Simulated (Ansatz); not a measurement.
# armchair SiC nanoribbon (N = 4, H/H2 edges): bands by functional and under strain, part 2 of 4

What gap, if any, does the armchair SiC nanoribbon (N = 4, H/H2 edges) have, and how does it change with the functional and under strain?

Ansatz 0.2.0; DFT PBE, plane waves, PAW; relaxation of a wire's period (the session's first sound run).

So far. Step 2 (Relaxing the period): The cell's length comes to 5.405 Å with no moment.

### 3. Bands of the perfect wire

This step: DFT PBE, plane waves, PAW; channels and complex bands of a perfect wire (Ansatz 0.2.0).

At the relaxed period the Bloch states of the perfect wire are found at each energy: those that move forward count the open channels, and those that decay describe how a disturbance dies away inside the wire itself. An energy step of 0.035 eV is under the 0.039 eV that the program asks for its thermal average at 300 K.

Input file input.yaml:

```yaml
crystal:
  lattice:
    - [13.634, 0.0, 0.0]
    - [0.0, 9.32, 0.0]
    - [0.0, 0.0, 5.4051372985]
  atoms:
    - { symbol: Si, position: [0.347482517, 0.5, 0.007301002] }
    - { symbol: Si, position: [0.568609863, 0.5, 0.005961951] }
    - { symbol: C, position: [0.34609591, 0.5, 0.330326285] }
    - { symbol: C, position: [0.57156249, 0.5, 0.332535763] }
    - { symbol: H, position: [0.751882622, 0.628312355, 0.410655581] }
    - { symbol: H, position: [0.751882622, 0.371687645, 0.410655581] }
    - { symbol: H, position: [0.275844961, 0.5, 0.42701655] }
    - { symbol: Si, position: [0.458484954, 0.5, 0.497624275] }
    - { symbol: Si, position: [0.69244678, 0.5, 0.486790108] }
    - { symbol: C, position: [0.457796125, 0.5, 0.831313915] }
    - { symbol: C, position: [0.688200075, 0.5, 0.838394262] }
    - { symbol: H, position: [0.252276498, 0.5, 0.871525306] }
    - { symbol: H, position: [0.729582441, 0.59383857, 0.905769076] }
    - { symbol: H, position: [0.729582441, 0.40616143, 0.905769076] }
kpoints:
  mp_grid: { grid: [1, 1, 15] }
  band_path: { path: ["Γ", Z], npoints: 50 }
scf:
  occupations: { method: fermi_dirac, width: 0.05 }
hamiltonian:
  xc: pbe
output:
  transmission:
    e_range: [-2, 2]
    de: 0.035
    kmesh: [1, 1]
    reduced_basis: true
    leads: [[0, 0]]
  dos: { e_range: [-5, 4] }
  write_potential: true
  write_density: true
  volumetric_format: npy
  elf: true
```

Launch:

```sh
$ ansatz run input.yaml --threads 8 --pin off --max-ram 16384MiB --backend cpu --events-out ev --progress --plain --runs-dir out
```

Numbers of over 12 decimals in the logs are rounded to 6 here.

The program printed:

```text
[...]
Crystal: 14 atoms, lattice volume = 686.825 Å³
Basis set: ecut = 420 eV, 13369 PW (Γ)
Bands: 33, of which v1, the nominal top of the filled ones, is band 19 counted from 1 (18 counted from 0)
Symmetry: 2 space group operations
[...]
k-points: 8 of 15 (time reversal used)
[...]
SCF iter   1: F=—  HF=-3640.241393 eV  |F-HF|=—  |Δ(HF+E_count)|=         —  Δρ=1.78e-3  dr2=3.06e-2  ethr=1.77e-3  ⟨swp⟩=8.6  Hψ=1718  notcnv=0  defer=20
[...]
SCF iter   8: F=-3640.255740 eV  HF=-3640.255740 eV  |F-HF|=4.34e-8  |Δ(HF+E_count)|=   2.04e-7  Δρ=1.27e-6  dr2=7.67e-9  ethr=2.63e-10  ⟨swp⟩=14.6  Hψ=1629  notcnv=0
SCF 1 converged in 8 iterations: F = -3640.255740 eV  dr2 = 7.67e-9
[...]
NSCF: frozen V_eff on 51 k-points
transmission: 7 of 42 steps passed
transmission: 14 of 42 steps passed
[...]
transmission: 42 of 42 steps passed
WARN: The output density's exchange-correlation potential varies sharply where the density is thin. Do not read a vacuum level from v_tot or v_xc, or from such a field of the output density. On a cell that repeats whose density bears no net charge and no dipole along the vacuum's axis use v_es (v_loc + v_h of the components); under efield.dipole_correction with no amplitude use v_es + v_field, which holds any externa [...]
Second SCF, for the conductance: iteration 1, dr2 1.349e-8 eV
Second SCF, for the conductance: iteration 2, dr2 4.946e-9 eV
Second SCF, for the conductance: iteration 3, dr2 1.114e-9 eV
transmission: 7 of 42 steps passed
transmission: 14 of 42 steps passed
[...]
transmission: 42 of 42 steps passed
SCF converged after 8 iterations
Free energy (F): -3640.255740 eV
[...]
Internal energy: -3640.255740 eV  (E = F + TS)
E sigma→0 (E₀):  -3640.255740 eV
Fermi energy:    -1.901465 eV
[...]
--- Band table (eV; the first three rows and the last of 8) ---
  k-point 0: bands = [... 15 lower, -4.9150, -4.8980, -3.7694, -3.1234, -0.6754, 0.2414, 0.3863, 1.1548, ... 10 higher]
  k-point 1: bands = [... 15 lower, -4.9544, -4.8934, -3.7612, -3.1932, -0.6021, 0.2037, 0.3978, 1.1644, ... 10 higher]
  k-point 2: bands = [... 15 lower, -5.0331, -4.9246, -3.7385, -3.3771, -0.4115, 0.1061, 0.4341, 1.1919, ... 10 higher]
  k-point 7: bands = [... 15 lower, -5.6345, -5.0886, -4.6835, -3.5531, -0.5347, 0.9516, 1.0487, 1.1934, ... 10 higher]
--- Transmission ---
  basis      : 1119 plane waves across, 7 finite elements along
  points     : 1, standing for a mesh of 1 x 1
  filling    : by a second SCF (3 iterations) under fermi_dirac of width 0.025852 eV on a mesh of 1 x 1 x 37, whose Fermi level is -1.899239 eV
  energies   : 115 from -2.000000 to 1.990000 eV about the Fermi level, 0.035000 eV apart; the leads are filled to 0.000000 eV, and channels, transmission and decay are at -0.005000 eV
  crystal 0  : C4H6Si4, at the sites [0, 0], period 5.4051 Å: whole cells are its period
    offset         : up to 0.0000 Å between an atom of the period and one for which it stands
    filled         : 0.4 meV over the level at which it is neutral
    channels       : 0.000000e0 a spin
    conductance    : 3.3236e-7 S/m² at 300 K; may be off by some 0.4 % by where its bands' edges are placed, 0.0 % from the distance to neutral
    slowest decay  : 0.2164 /Å at (0.0000, 0.0000)
```

The job ended after 3.9 min (8 threads of Arm Neoverse V2, shared host; peak memory 2.4 GiB; 22 min of CPU time).

Numbers from this step:

```yaml
channels_at_the_energy_nearest_the_fermi_level_one_spin: 0
conductance_of_the_lead_as_this_run_defines_it: 5.45e-21 G₀
slowest_decay_in_the_lead_at_the_energy_nearest_the_fermi_level: 0.2164 Å⁻¹
band_gap: 2.448 eV
```

The open channels of the lead, one spin by energy, zero at the Fermi level:

| energy (eV) | open channels of the lead, one spin |
| --- | --- |
| -2.000 | 1 |
| -1.895 | 1 |
| -1.790 | 0 |
| -1.685 | 2 |
| -1.615 | 1 |
| -1.510 | 1 |
| -1.405 | 1 |
| -1.300 | 1 |
| -1.195 | 0 |
| -1.090 | 0 |
| -0.985 | 0 |
| -0.915 | 0 |
| -0.810 | 0 |
| -0.705 | 0 |
| -0.600 | 0 |
| -0.495 | 0 |
| -0.390 | 0 |
| -0.285 | 0 |
| -0.215 | 0 |
| -0.110 | 0 |
| -0.005 | 0 |
| 0.100 | 0 |
| 0.205 | 0 |
| 0.310 | 0 |
| 0.415 | 0 |
| 0.485 | 0 |
| 0.590 | 0 |
| 0.695 | 0 |
| 0.800 | 0 |
| 0.905 | 0 |
| 1.010 | 0 |
| 1.115 | 0 |
| 1.185 | 0 |
| 1.290 | 1 |
| 1.395 | 2 |
| 1.500 | 2 |
| 1.605 | 2 |
| 1.710 | 2 |
| 1.815 | 0 |

The slowest values at each energy, most degenerate partners merged, listed up to 1.5 1/Å. The Im kz of the slowest decaying states by energy, zero at the Fermi level:

| energy (eV) | decay 1 (Å⁻¹) | decay 2 (Å⁻¹) | decay 3 (Å⁻¹) | decay 4 (Å⁻¹) |
| --- | --- | --- | --- | --- |
| -2.0000 | 0.278 | 0.350 | 0.352 | 0.446 |
| -1.7550 | 0.361 | 0.368 | 0.475 | 0.622 |
| -1.5100 | 0.256 | 0.368 | 0.382 | 0.498 |
| -1.2650 | 0.363 | 0.374 | 0.392 | 0.517 |
| -0.9850 | 0.132 | 0.377 | 0.401 | 0.413 |
| -0.7400 | 0.176 | 0.378 | 0.406 | 0.432 |
| -0.4950 | 0.2 | 0.378 | 0.409 | 0.437 |
| -0.2500 | 0.213 | 0.376 | 0.411 | 0.431 |
| -0.0050 | 0.216 | 0.372 | 0.410 | 0.418 |
| 0.2400 | 0.212 | 0.366 | 0.395 | 0.407 |
| 0.4850 | 0.198 | 0.359 | 0.364 | 0.402 |
| 0.7650 | 0.169 | 0.314 | 0.349 | 0.394 |
| 1.0100 | 0.123 | 0.251 | 0.337 | 0.385 |
| 1.2550 | 0.143 | 0.324 | 0.373 | 0.570 |
| 1.5000 | 0.307 | 0.358 | 0.538 | 0.659 |
| 1.7450 | 0.0279 | 0.288 | 0.339 | 0.480 |

Electronic bands along the path, in eV, zero at the Fermi level:

| point | band 16 | band 17 | band 18 | band 19 | band 20 | band 21 | band 22 | band 23 |
| --- | --- | --- | --- | --- | --- | --- | --- | --- |
| Γ | -3.01 | -3.00 | -1.87 | -1.22 | 1.23 | 2.14 | 2.29 | 3.06 |
| halfway | -3.35 | -3.20 | -1.95 | -1.75 | 1.68 | 2.05 | 2.48 | 3.12 |
| Z | -3.83 | -3.15 | -2.82 | -1.65 | 1.36 | 2.86 | 3.00 | 3.10 |

ELF in the ca plane at fractional y = 0.500, with atoms of Si and C and H within 0.2 Å of it. It is the smooth field of the valence electrons, not physical close to the nuclei.

Values in units of 1e-1, 24 rows by 15 columns, each cell a mean:
```
 0.0  0.0  0.0  0.0  0.0  0.0  0.0  0.0  0.0  0.0  0.0  0.0  0.0  0.0  0.0
 0.0  0.0  0.0  0.0  0.0  0.0  0.0  0.0  0.0  0.0  0.0  0.0  0.0  0.0  0.0
 0.0  0.0  0.0  0.0  0.0  0.1  0.1  0.1  0.0  0.0  0.0  0.0  0.0  0.0  0.0
 0.1  0.0  0.0  0.1  0.3  0.4  0.5  0.4  0.3  0.1  0.1  0.1  0.2  0.3  0.3
 0.8  0.2  0.1  0.3  1.1  1.9  2.3  2.0  1.2  0.6  0.5  0.9  1.4  1.7  1.5
 2.7  0.7  0.2  0.7  2.5  4.2  4.8  3.9  2.5  2.6  3.5  4.0  4.6  5.2  4.6
 4.4  1.4  0.3  0.8  2.5  3.5  3.1  2.4  2.2  6.6  8.3  7.2  5.0  5.7  6.4
 5.4  2.0  0.6  1.4  3.3  3.9  2.9  3.0  3.1  8.3  9.4  7.5  2.4  3.2  6.5
 7.1  3.3  3.5  5.1  7.1  8.7  8.9  7.2  4.2  5.5  7.2  7.6  8.0  8.9  9.1
 3.2  3.7  7.8  8.1  5.6  5.0  7.6  7.8  4.6  1.6  1.6  3.4  6.0  6.9  5.8
 2.8  3.9  8.3  8.3  4.8  3.4  6.9  7.6  4.5  1.3  1.0  2.4  4.5  4.8  3.5
 5.4  3.0  4.7  5.9  6.8  8.2  8.8  7.3  3.7  4.0  5.7  6.5  7.6  8.7  8.5
 6.3  2.4  0.9  1.4  3.1  4.4  3.6  3.3  2.6  7.2  8.9  6.9  3.0  4.8  7.7
 6.6  2.6  1.5  2.3  4.3  6.3  6.0  4.2  2.5  6.5  8.4  7.2  4.9  6.6  8.3
 3.9  3.0  6.2  7.0  6.6  7.6  8.9  8.3  4.5  2.8  4.0  5.6  7.5  8.5  7.4
 3.2  4.2  8.6  8.4  3.8  1.8  6.1  6.9  3.9  0.9  0.6  1.9  3.9  3.9  2.7
 4.8  3.6  6.8  7.3  6.6  8.0  9.4  9.1  6.1  1.0  0.9  5.3  8.5  9.2  8.6
 8.7  3.7  2.2  3.1  6.2  9.4 10.0  9.9  7.2  0.9  2.7  9.1 10.0 10.0 10.0
 8.9  3.1  0.5  0.6  3.1  7.6  9.3  8.6  3.3  0.3  3.1  9.3 10.0 10.0 10.0
 7.4  1.7  0.1  0.1  0.5  2.3  3.9  2.5  0.4  0.1  2.0  8.1  9.8  9.9  9.7
 3.4  0.5  0.0  0.0  0.0  0.1  0.3  0.1  0.0  0.0  0.6  4.4  8.1  8.6  7.3
 0.5  0.1  0.0  0.0  0.0  0.0  0.0  0.0  0.0  0.0  0.1  0.9  2.4  3.1  2.0
 0.0  0.0  0.0  0.0  0.0  0.0  0.0  0.0  0.0  0.0  0.0  0.0  0.1  0.1  0.1
 0.0  0.0  0.0  0.0  0.0  0.0  0.0  0.0  0.0  0.0  0.0  0.0  0.0  0.0  0.0
```
Columns run along c (5.4 Å), rows up along a (13.6 Å). Atoms in or near the plane, at fractional coordinates: Si at (0.01, 0.35), Si at (0.01, 0.57), C at (0.33, 0.35), C at (0.33, 0.57), H at (0.43, 0.28), Si at (0.50, 0.46), Si at (0.49, 0.69), C at (0.83, 0.46), C at (0.84, 0.69), H at (0.87, 0.25).

Valence density in the ca plane at fractional y = 0.500, with atoms of Si and C and H within 0.2 Å of it. It is the smooth field of the valence electrons, not physical close to the nuclei.

Ten even steps from '0' (0.0 e/Å³) to '9' (1.8 e/Å³), each cell a mean:
```
000000000000000
000000000000000
000000000000000
000000000000000
000000000000000
000001111001111
100001111235774
200011101358995
211134421123564
113589731001122
014689731000121
211235531123454
210012101358995
210112211246885
112357631112343
014799831000111
112368841000233
100013630001474
000000000000121
000000000000000
000000000000000
000000000000000
000000000000000
000000000000000
```
Columns run along c (5.4 Å), rows up along a (13.6 Å). Atoms in or near the plane, at fractional coordinates: Si at (0.01, 0.35), Si at (0.01, 0.57), C at (0.33, 0.35), C at (0.33, 0.57), H at (0.43, 0.28), Si at (0.50, 0.46), Si at (0.49, 0.69), C at (0.83, 0.46), C at (0.84, 0.69), H at (0.87, 0.25).

Electrostatic potential energy in the ca plane at fractional y = 0.500, with atoms of Si and C and H within 0.2 Å of it. With pseudopotentials it is smooth inside the atoms' cores, unlike the true potential.

Values in eV, 24 rows by 15 columns, each cell a mean:
```
  2   2   2   2   2   2   2   2   2   2   2   2   2   2   2
  2   2   2   2   2   2   2   2   2   2   2   2   2   2   2
  2   2   2   2   2   2   2   2   2   2   2   2   2   2   2
  2   2   2   2   2   2   2   2   2   2   2   2   2   2   2
  2   2   2   2   2   1   0   0   0   0   1   1   1   1   1
  1   1   1   1   0  -4  -9 -13 -10  -5  -2  -1  -2  -2  -1
 -1   1   1  -1  -5 -18 -42 -54 -46 -21  -8 -19 -39 -35 -12
 -4  -1   0  -2  -7 -25 -54 -64 -57 -28 -12 -36 -64 -61 -24
-14 -10  -4  -3  -6 -12 -21 -28 -22 -10  -4  -8 -18 -19 -14
-55 -42 -18 -16 -42 -50 -29  -7  -3  -1   0  -2  -7 -24 -48
-63 -50 -22 -20 -50 -58 -36  -8  -3  -1  -1  -2  -8 -30 -57
-27 -19  -8  -5 -10 -16 -21 -27 -23 -11  -5  -7 -15 -18 -24
 -5  -3  -2  -2  -5 -19 -48 -63 -58 -32 -14 -36 -60 -53 -18
 -8  -5  -3  -2  -5 -16 -40 -54 -49 -26 -11 -27 -48 -41 -16
-43 -31 -13  -9 -22 -29 -19 -15 -12  -6  -3  -3  -8 -18 -35
-65 -54 -24 -25 -59 -64 -41  -7  -1   0   0  -2  -9 -32 -60
-42 -30 -12  -9 -24 -32 -29 -11  -1   1   1  -1  -5 -16 -34
 -6  -4  -2   0  -1 -10 -36 -19  -2   1   1  -2 -19 -38 -14
  0   1   1   1   1   0  -2  -1   0   1   1  -1  -8 -16  -4
  1   2   2   2   2   1   1   1   1   2   1   1   1   1   1
  2   2   2   2   2   2   2   2   2   2   2   2   2   2   2
  2   2   2   2   2   2   2   2   2   2   2   2   2   2   2
  2   2   2   2   2   2   2   2   2   2   2   2   2   2   2
  2   2   2   2   2   2   2   2   2   2   2   2   2   2   2
```
Columns run along c (5.4 Å; values clipped at the 3rd and 97th percentile), rows up along a (13.6 Å). Atoms in or near the plane, at fractional coordinates: Si at (0.01, 0.35), Si at (0.01, 0.57), C at (0.33, 0.35), C at (0.33, 0.57), H at (0.43, 0.28), Si at (0.50, 0.46), Si at (0.49, 0.69), C at (0.83, 0.46), C at (0.84, 0.69), H at (0.87, 0.25).

By hand: a barrier of this wire, of length L, would pass T ∝ exp(−2κL) at this energy; with κ = 0.216 Å⁻¹ one decade takes ln 10 / (2κ) = 5.32 Å.

At the computed energy nearest the Fermi level there are 0 channels a spin, and the thermal average gives 5.5e-21 G₀; the gap is 2.45 eV.

### 4. Levels at the same atoms, level LDA, cutoff 420 eV

This step: DFT LDA, plane waves, PAW; bands of a perfect wire at the PBE geometry (Ansatz 0.2.0).

The atoms stay at the PBE geometry and the functional changes. At fixed atoms LDA and the gradient-corrected functionals usually give like bands; this run checks that. Against the first PBE run of this kind, the mesh along the wire has 12 points against 15.

Edit input.yaml of step 3 so:

```diff
@@ -21,3 +21,3 @@
 kpoints:
-  mp_grid: { grid: [1, 1, 15] }
+  mp_grid: { grid: [1, 1, 12] }
   band_path: { path: ["Γ", Z], npoints: 50 }
@@ -26,14 +26,2 @@
 hamiltonian:
-  xc: pbe
-output:
-  transmission:
-    e_range: [-2, 2]
-    de: 0.035
-    kmesh: [1, 1]
-    reduced_basis: true
-    leads: [[0, 0]]
-  dos: { e_range: [-5, 4] }
-  write_potential: true
-  write_density: true
-  volumetric_format: npy
-  elf: true
+  xc: lda
```

The program printed:

```text
[...]
Crystal: 14 atoms, lattice volume = 686.825 Å³
Basis set: ecut = 420 eV, 13369 PW (Γ)
Bands: 33, of which v1, the nominal top of the filled ones, is band 19 counted from 1 (18 counted from 0)
Symmetry: 2 space group operations
[...]
k-points: 7 of 12 (time reversal used)
[...]
SCF iter   1: F=—  HF=-3497.128358 eV  |F-HF|=—  |Δ(HF+E_count)|=         —  Δρ=4.15e-3  dr2=1.22e-1  ethr=1.77e-3  ⟨swp⟩=8.6  Hψ=1540  notcnv=0  defer=16
[...]
SCF iter   8: F=-3497.109482 eV  HF=-3497.109482 eV  |F-HF|=4.82e-8  |Δ(HF+E_count)|=   1.81e-7  Δρ=1.95e-6  dr2=3.00e-8  ethr=2.63e-10  ⟨swp⟩=16.1  Hψ=1519  notcnv=0
SCF 1 converged in 8 iterations: F = -3497.109482 eV  dr2 = 3.00e-8
[...]
SCF converged after 8 iterations
Free energy (F): -3497.109482 eV
[...]
Internal energy: -3497.109482 eV  (E = F + TS)
E sigma→0 (E₀):  -3497.109482 eV
Fermi energy:    -2.101241 eV
[...]
--- Band table (eV; the first three rows and the last of 7) ---
  k-point 0: bands = [... 15 lower, -5.0761, -5.0483, -3.9503, -3.2962, -0.9008, 0.0238, 0.2392, 1.0129, ... 10 higher]
  k-point 1: bands = [... 15 lower, -5.1240, -5.0533, -3.9367, -3.4046, -0.7871, -0.0361, 0.2548, 1.0250, ... 10 higher]
  k-point 2: bands = [... 15 lower, -5.2364, -5.1143, -3.9019, -3.6719, -0.5172, -0.1744, 0.3063, 1.0534, ... 10 higher]
  k-point 6: bands = [... 15 lower, -5.8908, -5.2366, -4.9017, -3.7183, -0.7803, 0.7221, 0.8727, 0.9726, ... 10 higher]
```

Wall time 11 s (8 threads); peak memory 1.7 GiB.

This step gave:

- band gap: 2.395 eV

The electronic bands at the labelled points (eV, zero at the Fermi level):

| point | band 16 | band 17 | band 18 | band 19 | band 20 | band 21 | band 22 | band 23 |
| --- | --- | --- | --- | --- | --- | --- | --- | --- |
| Γ | -2.97 | -2.95 | -1.85 | -1.19 | 1.20 | 2.13 | 2.34 | 3.11 |
| halfway | -3.30 | -3.16 | -1.93 | -1.73 | 1.66 | 2.03 | 2.51 | 3.14 |
| Z | -3.79 | -3.14 | -2.80 | -1.62 | 1.32 | 2.82 | 2.97 | 3.07 |

The gap is 2.40 eV, against 2.45 eV under PBE at the relaxed period.

### 5. Another level of theory, level PBEsol, cutoff 420 eV

This step: DFT PBEsol, plane waves, PAW; bands of a perfect wire at the PBE geometry (Ansatz 0.2.0).

The atoms stay at the PBE geometry and the functional changes. At fixed atoms LDA and the gradient-corrected functionals usually give like bands; this run checks that. Against the first PBE run of this kind, the mesh along the wire has 12 points against 15.

Edit input.yaml of step 4 so:

```diff
@@ -26,2 +26,2 @@
 hamiltonian:
-  xc: lda
+  xc: pbesol
```

The program printed:

```text
[...]
Crystal: 14 atoms, lattice volume = 686.825 Å³
Basis set: ecut = 420 eV, 13369 PW (Γ)
Bands: 33, of which v1, the nominal top of the filled ones, is band 19 counted from 1 (18 counted from 0)
Symmetry: 2 space group operations
[...]
k-points: 7 of 12 (time reversal used)
[...]
--- Band table (eV; the first three rows and the last of 7) ---
  k-point 0: bands = [... 15 lower, -4.9087, -4.8999, -3.7977, -3.1488, -0.7231, 0.2059, 0.4270, 1.1843, ... 10 higher]
  k-point 1: bands = [... 15 lower, -4.9663, -4.8964, -3.7845, -3.2569, -0.6092, 0.1468, 0.4432, 1.1965, ... 10 higher]
  k-point 2: bands = [... 15 lower, -5.0809, -4.9577, -3.7509, -3.5237, -0.3374, 0.0103, 0.4965, 1.2291, ... 10 higher]
  k-point 6: bands = [... 15 lower, -5.7413, -5.0900, -4.7549, -3.5717, -0.5886, 0.9294, 1.0685, 1.1602, ... 10 higher]
[key lines of the parts left out:]
SCF converged after 8 iterations
Free energy (F): -3564.064479 eV
Fermi energy:    -1.937965 eV
```

The job ended after 10 s (8 threads; peak memory 1.7 GiB).

The gap is 2.43 eV, against 2.45 eV under PBE at the relaxed period.

### 6. Levels at the same atoms, level r2SCAN, cutoff 500 eV

This step: DFT r2SCAN, plane waves, PAW; bands of a perfect wire at the PBE geometry (Ansatz 0.2.0).

The atoms stay at the PBE geometry and the functional changes. r2SCAN also reads the kinetic-energy density; it often gives larger moments and wider gaps than PBE, at a higher cost. Against the first PBE run of this kind, the cutoff is 500 eV against 420 and the mesh along the wire has 12 points against 15.

Edit input.yaml of step 5 so:

```diff
@@ -26,2 +26,2 @@
 hamiltonian:
-  xc: pbesol
+  xc: r2scan
```

The program printed:

```text
[...]
Crystal: 14 atoms, lattice volume = 686.825 Å³
Basis set: ecut = 500 eV, 17379 PW (Γ), exchange–correlation on 400×288×160 points (64 copies of the dense FFT grid, shifted against one another)
Bands: 33, of which v1, the nominal top of the filled ones, is band 19 counted from 1 (18 counted from 0)
Symmetry: 2 space group operations
[...]
k-points: 7 of 12 (time reversal used)
[...]
--- Band table (eV; the first three rows and the last of 7) ---
  k-point 0: bands = [... 15 lower, -5.1693, -5.1373, -3.9501, -3.2821, -0.5554, 0.4141, 0.7038, 1.6390, ... 10 higher]
  k-point 1: bands = [... 15 lower, -5.2230, -5.1422, -3.9373, -3.3923, -0.4378, 0.3525, 0.7214, 1.6517, ... 10 higher]
  k-point 2: bands = [... 15 lower, -5.3404, -5.2115, -3.9053, -3.6665, -0.1549, 0.2115, 0.7797, 1.6762, ... 10 higher]
  k-point 6: bands = [... 15 lower, -6.0020, -5.3083, -4.9619, -3.7294, -0.4136, 1.3138, 1.3478, 1.5228, ... 10 higher]
[key lines of the parts left out:]
SCF converged after 8 iterations
Free energy (F): -3656.749733 eV
Fermi energy:    -1.920319 eV
```

Run time: 21 s. Hardware: 8 threads; peak memory 2.9 GiB; 2.8 min of CPU time.

Electronic bands along the path, in eV, zero at the Fermi level:

| point | band 16 | band 17 | band 18 | band 19 | band 20 | band 21 | band 22 | band 23 |
| --- | --- | --- | --- | --- | --- | --- | --- | --- |
| Γ | -3.25 | -3.22 | -2.03 | -1.36 | 1.36 | 2.33 | 2.62 | 3.56 |
| halfway | -3.59 | -3.44 | -2.12 | -1.91 | 1.85 | 2.24 | 2.81 | 3.56 |
| Z | -4.08 | -3.39 | -3.04 | -1.81 | 1.51 | 3.23 | 3.27 | 3.44 |

The gap is 2.73 eV, against 2.45 eV under PBE at the relaxed period.

(Part 2 of 4 ends here.)

[Logs are printed without paths, hosts, clocks, repeated set-up lines and the standing remarks that a program may print on its own settings, such as how far it seeks lower states.]

[Hosts, paths, dates, database ids (printed as entryN), source tags and the programs' standing remarks are cut or masked in the printed files.]
